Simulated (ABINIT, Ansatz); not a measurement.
# Quasiparticle gap of BaTiO3 (P4mm) in ABINIT, part 2 of 3

How does a plane-wave GW calculation on BaTiO3 (P4mm) run from the first input to the gap?

ABINIT 10.8.3; PBE and many-body steps on it, plane waves. Known limits of the many-body steps: not at the basis limit; no spin-orbit coupling; coarse k mesh.

So far. Step 2 (Ground state): The gap is indirect, with the least direct gap 0.37 eV higher.

**3. Bands along the symmetry lines**

Level of this step: DFT, PBE, plane waves, norm-conserving pseudopotentials (ABINIT).

The cheap functional maps the bands first; the places of the edges decide which points the dearer methods must see.

The input, run.abi:

```
acell 3*1.0 Angstrom
rprim 
  3.990480000000 0.000000000000 0.000000000000
  0.000000000000 3.990480000000 0.000000000000
  0.000000000000 0.000000000000 4.023030000000
ntypat 3
znucl 56 22 8
natom 5
typat 1 2 3 3 3
xred 
  0.000000000000 0.000000000000 0.000000000000
  0.500000000000 0.500000000000 0.522000000000
  0.500000000000 0.500000000000 0.979000000000
  0.500000000000 0.000000000000 0.488000000000
  0.000000000000 0.500000000000 0.488000000000
pp_dirpath "pseudos"
pseudos "Ba.upf, Ti.upf, O.upf"
ecut 38
iscf -2
irdden 1
kptopt 0
nkpt 75
kpt 
  0.00000000 0.00000000 0.00000000
  0.00000000 0.06250000 0.00000000
  0.00000000 0.12500000 0.00000000
  0.00000000 0.18750000 0.00000000
  0.00000000 0.25000000 0.00000000
  0.00000000 0.31250000 0.00000000
  0.00000000 0.37500000 0.00000000
  0.00000000 0.43750000 0.00000000
  0.00000000 0.50000000 0.00000000
  0.06250000 0.50000000 0.00000000
  0.12500000 0.50000000 0.00000000
  0.18750000 0.50000000 0.00000000
  0.25000000 0.50000000 0.00000000
  0.31250000 0.50000000 0.00000000
  0.37500000 0.50000000 0.00000000
  0.43750000 0.50000000 0.00000000
  0.50000000 0.50000000 0.00000000
  0.43750000 0.43750000 0.00000000
  0.37500000 0.37500000 0.00000000
  0.31250000 0.31250000 0.00000000
  0.25000000 0.25000000 0.00000000
  0.18750000 0.18750000 0.00000000
  0.12500000 0.12500000 0.00000000
  0.06250000 0.06250000 0.00000000
  0.00000000 0.00000000 0.00000000
  0.00000000 0.00000000 0.06250000
  0.00000000 0.00000000 0.12500000
  0.00000000 0.00000000 0.18750000
  0.00000000 0.00000000 0.25000000
  0.00000000 0.00000000 0.31250000
  0.00000000 0.00000000 0.37500000
  0.00000000 0.00000000 0.43750000
  0.00000000 0.00000000 0.50000000
  0.00000000 0.06250000 0.50000000
  0.00000000 0.12500000 0.50000000
  0.00000000 0.18750000 0.50000000
  0.00000000 0.25000000 0.50000000
  0.00000000 0.31250000 0.50000000
  0.00000000 0.37500000 0.50000000
  0.00000000 0.43750000 0.50000000
  0.00000000 0.50000000 0.50000000
  0.06250000 0.50000000 0.50000000
  0.12500000 0.50000000 0.50000000
  0.18750000 0.50000000 0.50000000
  0.25000000 0.50000000 0.50000000
  0.31250000 0.50000000 0.50000000
  0.37500000 0.50000000 0.50000000
  0.43750000 0.50000000 0.50000000
  0.50000000 0.50000000 0.50000000
  0.43750000 0.43750000 0.50000000
  0.37500000 0.37500000 0.50000000
  0.31250000 0.31250000 0.50000000
  0.25000000 0.25000000 0.50000000
  0.18750000 0.18750000 0.50000000
  0.12500000 0.12500000 0.50000000
  0.06250000 0.06250000 0.50000000
  0.00000000 0.00000000 0.50000000
  0.00000000 0.50000000 0.00000000
  0.00000000 0.50000000 0.06250000
  0.00000000 0.50000000 0.12500000
  0.00000000 0.50000000 0.18750000
  0.00000000 0.50000000 0.25000000
  0.00000000 0.50000000 0.31250000
  0.00000000 0.50000000 0.37500000
  0.00000000 0.50000000 0.43750000
  0.00000000 0.50000000 0.50000000
  0.50000000 0.50000000 0.00000000
  0.50000000 0.50000000 0.06250000
  0.50000000 0.50000000 0.12500000
  0.50000000 0.50000000 0.18750000
  0.50000000 0.50000000 0.25000000
  0.50000000 0.50000000 0.31250000
  0.50000000 0.50000000 0.37500000
  0.50000000 0.50000000 0.43750000
  0.50000000 0.50000000 0.50000000
istwfk *1
nband 27
nbdbuf 2
tolwfr 1e-08
nstep 40
prtwf 0
prtvol 0
indata_prefix "in"
outdata_prefix "out"
tmpdata_prefix "tmp"
```

On the command line:

```sh
$ OMP_NUM_THREADS=1 mpirun -n 4 abinit run.abi > log
```

Numbers of over 12 decimals in the logs are rounded to 6 here.

Output:

```text
.Version 10.8.3 of ABINIT. v10.8.2 released Aug 2026.

 Symmetries : space group P4 m m (# 99); Bravais tP (primitive tetrag.)
[... echo of the input left out ...]
== DATASET  1 ==================================================================
-   mpi_nproc: 4, omp_nthreads: 1 (-1 if OMP is not activated)

--- !DatasetInfo
iteration_state: {dtset: 1, }
dimensions: {natom: 5, nkpt: 75, mband: 27, nsppol: 1, nspinor: 1, nspden: 1, mpw: 4869, }
cutoff_energies: {ecut:  38.0, pawecutdg:  -1.0, }
electrons: {nelect:   4.00000000E+01, charge:   0.00000000E+00, occopt:   1.00000000E+00, tsmear:   1.00000000E-02, }

 Real(R)+Recip(G) space primitive vectors, cartesian coordinates (Bohr,Bohr^-1):
 R(1)=  7.5409143  0.0000000  0.0000000  G(1)=  0.1326099  0.0000000  0.0000000
 R(2)=  0.0000000  7.5409143  0.0000000  G(2)=  0.0000000  0.1326099  0.0000000
 R(3)=  0.0000000  0.0000000  7.6024249  G(3)=  0.0000000  0.0000000  0.1315370
 Unit cell volume ucvol=  4.3231485E+02 bohr^3
 Angles (23,13,12)=  9.00000000E+01  9.00000000E+01  9.00000000E+01 degrees

 getcut: wavevector=  0.0000  0.0000  0.0000  ngfft=  45  45  45
         ecut(hartree)=     38.000   => boxcut(ratio)=   2.08566

--- Pseudopotential description ------------------------------------------------
- Ba Generated using ONCVPSP code by D. R. Hamann
- 56.00000  10.00000  171031                  znucl, zion, pspdat
12 -101130 2 -1 1958                          pspcod,pspxc,lmax,lloc,mmax
     nproj     2     2     2
  pspatm : epsatm=   26.75150155
         --- l  ekb(1:nproj) -->
             0    6.667868    0.674319
             1    5.008801    0.408242
             2    2.532546    0.415477
 pspatm: atomic psp has been read  and splines computed

- Ti Generated using ONCVPSP code by D. R. Hamann
- 22.00000  12.00000  171031                  znucl, zion, pspdat
12 -101130 2 -1 1586                          pspcod,pspxc,lmax,lloc,mmax
     nproj     2     2     2
  pspatm : epsatm=   14.68144553
         --- l  ekb(1:nproj) -->
[...]
pspatm: atomic psp has been read  and splines computed

- O Generated using ONCVPSP code by D. R. Hamann
-  8.00000   6.00000  171031                  znucl, zion, pspdat
12 -101130 2 -1 936                           pspcod,pspxc,lmax,lloc,mmax
     nproj     2     2     1
  pspatm : epsatm=    6.19545534
         --- l  ekb(1:nproj) -->
[...]
2   -1.331955
 pspatm: atomic psp has been read  and splines computed

--------------------------------------------------------------------------------

================================================================================
 prteigrs : about to open file out_EIG
 Non-SCF case, kpt    1 (  0.00000  0.00000  0.00000), residuals and eigenvalues=
  8.68E-09  4.80E-09  1.77E-09  7.19E-09  5.64E-09  3.86E-09  6.74E-09  4.55E-09
[...]
Non-SCF case, kpt   74 (  0.50000  0.50000  0.43750), residuals and eigenvalues=
[...]
Non-SCF case, kpt   75 (  0.50000  0.50000  0.50000), residuals and eigenvalues=
[...]
1.0454E-01  1.0742E-01  1.5512E-01  1.5512E-01  1.5788E-01  2.4041E-01
  2.4041E-01  2.4688E-01  4.0297E-01  4.0341E-01  4.0341E-01  4.8473E-01
[...]
--- !ResultsGS
iteration_state: {dtset: 1, }
comment   : Summary of ground state results
lattice_vectors:
- [  7.5409143,   0.0000000,   0.0000000, ]
- [  0.0000000,   7.5409143,   0.0000000, ]
- [  0.0000000,   0.0000000,   7.6024249, ]
lattice_lengths: [   7.54091,    7.54091,    7.60242, ]
lattice_angles: [ 90.000,  90.000,  90.000, ] # degrees, (23, 13, 12)
lattice_volume:   4.3231485E+02
convergence: {deltae:  0.000E+00, res2:  0.000E+00, residm:  1.000E-08, diffor:  0.000E+00, }
etotal    :  -1.37385857E+02
entropy   :   0.00000000E+00
fermie    :   2.46877495E-01
cartesian_stress_tensor: null
pressure_GPa: null
xred      :
- [  0.0000E+00,   0.0000E+00,   0.0000E+00, Ba]
- [  5.0000E-01,   5.0000E-01,   5.2200E-01, Ti]
- [  5.0000E-01,   5.0000E-01,   9.7900E-01,  O]
- [  5.0000E-01,   0.0000E+00,   4.8800E-01,  O]
- [  0.0000E+00,   5.0000E-01,   4.8800E-01,  O]
cartesian_forces: null
force_length_stats: {min: null, max: null, mean: null, }

 Integrated electronic density in atomic spheres:
 ------------------------------------------------
 Atom  Sphere_radius  Integrated_density
[...]
================================================================================

 ----iterations are completed or convergence reached----

 Mean square residual over all n,k,spin=   58.867E-10; max=  99.996E-10
 reduced coordinates (array xred) for    5 atoms
[...]
cartesian coordinates (angstrom) at end:
    1      0.000000     0.000000     0.000000
    2      1.995240     1.995240     2.100022
    3      1.995240     1.995240     3.938546
    4      1.995240     0.000000     1.963239
    5      0.000000     1.995240     1.963239
 length scales=  1.889726125908  1.889726125908  1.889726125908 bohr
              =  1.000000000000  1.000000000000  1.000000000000 angstroms
 prteigrs : about to open file out_EIG
 Eigenvalues (hartree) for nkpt=  75  k points:
 kpt#   1, nband= 27, wtk=  1.00000, kpt=  0.0000  0.0000  0.0000 (reduced coord)
[...]
kpt#   2, nband= 27, wtk=  1.00000, kpt=  0.0000  0.0625  0.0000 (reduced coord)
[...]
kpt#   3, nband= 27, wtk=  1.00000, kpt=  0.0000  0.1250  0.0000 (reduced coord)
[...]
kpt#  74, nband= 27, wtk=  1.00000, kpt=  0.5000  0.5000  0.4375 (reduced coord)
[...]
0.49782    0.49782    0.53308
 kpt#  75, nband= 27, wtk=  1.00000, kpt=  0.5000  0.5000  0.5000 (reduced coord)
[...]
-0.14873   -0.14873   -0.14648    0.08159    0.10454    0.10742    0.15512    0.15512
   0.15788    0.24041    0.24041    0.24688    0.40297    0.40341    0.40341    0.48473
   0.49427    0.49427    0.53290

== END DATASET(S) ==============================================================
================================================================================

 -outvars: echo values of variables after computation  --------
            nband          27
             nkpt          75
          spgroup          99
 [... the other variables as echoed above ...]

 Calculation completed.
```

Elapsed: 1.7 min, on 4 MPI ranks of Arm Neoverse V1, shared host; peak memory 0.41 GiB; 6.9 min of CPU time.

This step gave:

```yaml
gap: 1.851 eV
k_of_the_valence_top: 0.5, 0.5, 0.5
k_of_the_conduction_bottom: 0, 0, 0
least_direct_gap: 2.222 eV
```

The gap is 1.851 eV, as in the run before at this level.

Electronic bands along the path, in eV, zero at the top of the highest filled band:

| point | band 17 | band 18 | band 19 | band 20 | band 21 | band 22 | band 23 | band 24 |
| --- | --- | --- | --- | --- | --- | --- | --- | --- |
| Γ | -1.18 | -0.45 | -0.37 | -0.37 | 1.85 | 2.22 | 2.22 | 4.12 |
| halfway | -1.52 | -1.26 | -0.81 | -0.67 | 2.27 | 2.80 | 2.85 | 4.27 |
| X | -1.84 | -1.67 | -1.13 | -0.97 | 2.34 | 3.57 | 3.64 | 4.24 |
| halfway | -1.68 | -1.53 | -1.12 | -0.50 | 2.90 | 3.65 | 3.72 | 4.77 |
| M | -1.83 | -1.08 | -1.08 | -0.07 | 3.66 | 3.66 | 4.02 | 4.77 |
| halfway | -1.95 | -1.19 | -0.93 | -0.51 | 2.76 | 2.98 | 3.16 | 4.76 |
| Γ | -1.18 | -0.45 | -0.37 | -0.37 | 1.85 | 2.22 | 2.22 | 4.12 |
| halfway | -1.61 | -1.32 | -0.55 | -0.55 | 1.93 | 2.99 | 2.99 | 4.12 |
| Z | -1.96 | -1.94 | -0.71 | -0.71 | 2.00 | 3.68 | 3.68 | 4.12 |
| halfway | -1.43 | -1.30 | -1.11 | -0.67 | 2.87 | 3.69 | 3.72 | 4.79 |
| R | -1.75 | -0.92 | -0.89 | -0.25 | 3.60 | 3.70 | 4.02 | 4.96 |
| halfway | -2.49 | -0.62 | -0.53 | -0.21 | 3.89 | 3.91 | 4.14 | 6.26 |
| A | -2.42 | -0.18 | -0.18 | 0.00 | 4.25 | 4.26 | 4.26 | 6.47 |
| halfway | -2.17 | -0.89 | -0.72 | -0.66 | 3.36 | 3.80 | 3.84 | 6.00 |
| Z | -1.96 | -1.94 | -0.71 | -0.71 | 2.00 | 3.68 | 3.68 | 4.12 |
| jump to X | -1.84 | -1.67 | -1.13 | -0.97 | 2.34 | 3.57 | 3.64 | 4.24 |
| halfway | -1.48 | -1.41 | -1.22 | -0.64 | 3.05 | 3.59 | 3.75 | 4.82 |
| R | -1.75 | -0.92 | -0.89 | -0.25 | 3.60 | 3.70 | 4.02 | 4.96 |
| jump to M | -1.83 | -1.08 | -1.08 | -0.07 | 3.66 | 3.66 | 4.02 | 4.77 |
| halfway | -2.57 | -0.72 | -0.72 | -0.04 | 3.94 | 3.94 | 4.13 | 6.07 |
| A | -2.42 | -0.18 | -0.18 | 0.00 | 4.25 | 4.26 | 4.26 | 6.47 |

**4. Empty states on the mesh, 4×4×4 mesh, 322 bands**

The sums over transitions need many empty states on a uniform mesh; this step solves for them.

The input, run.abi:

```
acell 3*1.0 Angstrom
rprim 
  3.990480000000 0.000000000000 0.000000000000
  0.000000000000 3.990480000000 0.000000000000
  0.000000000000 0.000000000000 4.023030000000
ntypat 3
znucl 56 22 8
natom 5
typat 1 2 3 3 3
xred 
  0.000000000000 0.000000000000 0.000000000000
  0.500000000000 0.500000000000 0.522000000000
  0.500000000000 0.500000000000 0.979000000000
  0.500000000000 0.000000000000 0.488000000000
  0.000000000000 0.500000000000 0.488000000000
pp_dirpath "pseudos"
pseudos "Ba.upf, Ti.upf, O.upf"
ecut 38
ngkpt 4 4 4
nshiftk 1
shiftk 0 0 0
kptopt 1
chksymbreak 0
irdden 1
istwfk *1
nband 322
prtvol 0
optdriver 6
gwr_task "HDIAGO"
paral_kgb 0
occopt 1
indata_prefix "in"
outdata_prefix "out"
tmpdata_prefix "tmp"
```

Output:

```text
[banner, memory and clock lines left out]
.Version 10.8.3 of ABINIT. v10.8.2 released Aug 2026.

 Symmetries : space group P4 m m (# 99); Bravais tP (primitive tetrag.)
[... echo of the input left out ...]
== DATASET  1 ==================================================================
-   mpi_nproc: 4, omp_nthreads: 1 (-1 if OMP is not activated)

--- !DatasetInfo
iteration_state: {dtset: 1, }
dimensions: {natom: 5, nkpt: 18, mband: 322, nsppol: 1, nspinor: 1, nspden: 1, mpw: 4868, }
cutoff_energies: {ecut:  38.0, pawecutdg:  -1.0, }
electrons: {nelect:   4.00000000E+01, charge:   0.00000000E+00, occopt:   1.00000000E+00, tsmear:   1.00000000E-02, }

.Using double precision arithmetic; gwpc =  8

- Reading GS density from: in_DEN

--- Pseudopotential description ------------------------------------------------
- Ba Generated using ONCVPSP code by D. R. Hamann
- 56.00000  10.00000  171031                  znucl, zion, pspdat
12 -101130 2 -1 1958                          pspcod,pspxc,lmax,lloc,mmax
     nproj     2     2     2
  pspatm : epsatm=   26.75150155
         --- l  ekb(1:nproj) -->
             0    6.667868    0.674319
             1    5.008801    0.408242
             2    2.532546    0.415477
 pspatm: atomic psp has been read  and splines computed

- Ti Generated using ONCVPSP code by D. R. Hamann
- 22.00000  12.00000  171031                  znucl, zion, pspdat
12 -101130 2 -1 1586                          pspcod,pspxc,lmax,lloc,mmax
     nproj     2     2     2
  pspatm : epsatm=   14.68144553
         --- l  ekb(1:nproj) -->
[...]
pspatm: atomic psp has been read  and splines computed

- O Generated using ONCVPSP code by D. R. Hamann
-  8.00000   6.00000  171031                  znucl, zion, pspdat
12 -101130 2 -1 936                           pspcod,pspxc,lmax,lloc,mmax
     nproj     2     2     1
  pspatm : epsatm=    6.19545534
         --- l  ekb(1:nproj) -->
             0    6.056735    0.824024
             1   -4.717130   -1.149271
             2   -1.331955
 pspatm: atomic psp has been read  and splines computed

   2.40077252E+03                                ecore*ucvol(ha*bohr**3)

 Total charge density [el/Bohr^3]
)     Maximum=    1.3634E+00  at reduced coord.    0.5111    0.5111    0.4444
)     Minimum=    4.1064E-04  at reduced coord.    0.0000    0.0000    0.0000
   Integrated=    4.0000E+01

 === KS gaps after direct diagonalization ===
 Indirect band gap semiconductor
 Fundamental gap:     1.851 (eV)
   VBM:     6.718 (eV) at k: [ 5.0000E-01,  5.0000E-01,  5.0000E-01]
   CBM:     8.569 (eV) at k: [ 0.0000E+00,  0.0000E+00,  0.0000E+00]
 Direct gap:         2.222 (eV) at k: [ 0.0000E+00,  0.0000E+00,  0.0000E+00]

== END DATASET(S) ==============================================================

 -outvars: echo values of variables after computation  --------
           etotal      0.0000000000E+00
            nband         322
             nkpt          18
          spgroup          99
 [... the other variables as echoed above ...]

 Calculation completed.
```

Run time: 7.1 min. Hardware: 4 MPI ranks; peak memory 5.3 GiB; 28 min of CPU time.

This step gave:

* gap: 1.851 eV
* k of the valence top: 0.5, 0.5, 0.5
* k of the conduction bottom: 0, 0, 0
* least direct gap: 2.222 eV
* k points computed: 18
* lowest point of the top converged band, above the valence top: 145.1917 eV

On this mesh the gap is 1.851 eV.

**5. Screening, 4×4×4 mesh, 314 bands, screening to 217.7 eV**

The RPA dielectric matrix is built and inverted for each q.

This step: RPA screening on PBE, plane waves, norm-conserving pseudopotentials.

Changes to run.abi since step 4:

```diff
@@ -23,10 +23,11 @@
 chksymbreak 0
-irdden 1
 istwfk *1
-nband 322
-prtvol 0
-optdriver 6
-gwr_task "HDIAGO"
-paral_kgb 0
 occopt 1
+irdwfk 1
+optdriver 3
+nband 314
+ecuteps 8
+inclvkb 2
+awtr 1
+symchi 1
 indata_prefix "in"
```

Output:

```text
.Version 10.8.3 of ABINIT. v10.8.2 released Aug 2026.

 Symmetries : space group P4 m m (# 99); Bravais tP (primitive tetrag.)
[... echo of the input left out ...]
== DATASET  1 ==================================================================
-   mpi_nproc: 4, omp_nthreads: 1 (-1 if OMP is not activated)

--- !DatasetInfo
iteration_state: {dtset: 1, }
dimensions: {natom: 5, nkpt: 18, mband: 314, nsppol: 1, nspinor: 1, nspden: 1, mpw: 4868, }
cutoff_energies: {ecut:  38.0, pawecutdg:  -1.0, }
electrons: {nelect:   4.00000000E+01, charge:   0.00000000E+00, occopt:   1.00000000E+00, tsmear:   1.00000000E-02, }

 SCREENING: Calculation of the susceptibility and dielectric matrices

 Based on a program developped by R.W. Godby, V. Olevano, G. Onida, and L. Reining.
 Incorporated in ABINIT by V. Olevano, G.-M. Rignanese, and M. Torrent.
.Using double precision arithmetic ; gwpc =  8

[... cell and pseudopotentials left out ...]
--------------------------------------------------------------------------------

 ==== K-mesh for the wavefunctions ====
 Number of points in the irreducible wedge :    18
[... list of points left out ...]
 Together with  8 symmetry operations and time-reversal symmetry
 yields    64 points in the full Brillouin Zone.

 ==== Q-mesh for the screening function ====
 Number of points in the irreducible wedge :    18
[... list of points left out ...]
 Together with  8 symmetry operations and time-reversal symmetry
 yields    64 points in the full Brillouin Zone.

 setmesh: FFT mesh size selected  =    32x   32x   32
          total number of points  =        32768

 vcoul_init : cutoff-mode = AUXILIARY_FUNCTION
 q-points for optical limit:   1
     1)      0.000010    0.000020    0.000030

- screening: taking advantage of time-reversal symmetry
- Maximum band index for partially occupied states nbvw = 20
- Remaining bands to be divided among processors   nbcw = 294
- Number of bands treated by each node ~73

 Number of electrons calculated from density =   40.0000; Expected =   40.0000
 average of density, n =  0.092525
 r_s =    1.3716
 omega_plasma =   29.3417 [eV]

 calculating chi0 at frequencies [eV] :
  1    0.000000E+00    0.000000E+00
  2    0.000000E+00    2.934172E+01

--------------------------------------------------------------------------------
  q-point number  1        q = ( 0.000000, 0.000000, 0.000000) [r.l.u.]
--------------------------------------------------------------------------------
[... chi0 elements left out ...]
 For q-point:  0.000010 0.000020 0.000030
  dielectric constant =   5.7912
  dielectric constant without local fields =   6.4379

  Average fulfillment of the sum rule on Im[epsilon] for q-point    1 :     84.88  [%]
[... wings left out ...]
  q-point number  2        q = ( 0.250000, 0.000000, 0.000000) [r.l.u.]
--------------------------------------------------------------------------------
[... chi0 elements left out ...]
  Average fulfillment of the sum rule on Im[epsilon] for q-point    2 :     90.48  [%]

 [... 16 further q-points ...]
```

It took 16 min on 4 MPI ranks; peak memory 4.3 GiB.

This step gave:

- ε∞ with local fields, on this mesh, along the program's q direction: 5.791
- the same without local fields: 6.438
- plasma frequency: 29.34 eV
- plane waves in the screening matrix: 461

Local fields lower ε∞ by 10 %. On a Γ-centred mesh this coarse the value itself is usually too large, while a short band sum pulls it down.

(Continued in part 3 of 3.)

[Paths, hosts, dates, memory and timing lines, banners, echoed tables and standing remarks are left out of the program output.]

[Logs are printed without paths, hosts, clocks, repeated set-up lines and the standing remarks that a program may print on its own settings, such as how far it seeks lower states.]

[Runs of the session that timed out or met a known fault of the program may be left out.]

[Hosts, paths, dates, database ids (printed as entryN), source tags and the programs' standing remarks are cut or masked in the printed files.]

[G0W0 gaps are taken among the corrected bands and points alone; a level outside them can change the order at an edge.]

[Where Ansatz stands beside ABINIT at settings called matched, ABINIT's density can come from a denser mesh and the files from another edition; pairs whose starting gaps differed by over 0.03 eV were left out, so agreement reads better than it is.]
